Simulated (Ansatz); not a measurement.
Rows from a G0W0 calculation on Ti2CO2/Ti2CO2 (MXene multilayer) (Ansatz 0.2.0; G0W0 on PBE, plane waves, PAW; PAW set soft_1; 9×9×1 mesh, 477 empty bands, screening to 70 eV, PAW set soft_1 files), in eV. Spin-orbit coupling is left out.

| row | k | band | start | Σx | Σc at the solution | Vxc |
| --- | --- | --- | --- | --- | --- | --- |
| A | (0.000, 0.444, 0.000) | v2 | -7.396 | -19.344 | 1.987 | -17.572 |
| B | (0.000, 0.444, 0.000) | v1 | -7.378 | -19.419 | 2.011 | -17.621 |
| C | Γ | c1 | -5.188 | -13.992 | -5.935 | -21.160 |
| D | (0.000, 0.444, 0.000) | c1 | -5.622 | -13.970 | -4.592 | -19.706 |
| E | (0.000, 0.444, 0.000) | c2 | -5.396 | -14.450 | -4.686 | -20.223 |
| F | Γ | v1 | -5.829 | -19.316 | 1.239 | -18.431 |

Give the quasiparticle energies and the shift of each level.

The quasiparticle equation reads E = start + Σx + Σc(E) − Vxc.

| row | E (eV) | shift (eV) |
| --- | --- | --- |
| A | -7.181 | +0.214 |
| B | -7.165 | +0.213 |
| C | -3.955 | +1.233 |
| D | -4.477 | +1.145 |
| E | -4.309 | +1.088 |
| F | -5.476 | +0.353 |

Limits: not at the basis limit; coarse mesh for a sheet.

[Runs of the session that timed out or met a known fault of the program may be left out.]

[Cells called generated may have been cut or substituted from an entry of the Crystallography Open Database or the Materials Project.]

[Hosts, paths, dates, database ids (printed as entryN), source tags and the programs' standing remarks are cut or masked in the printed files.]
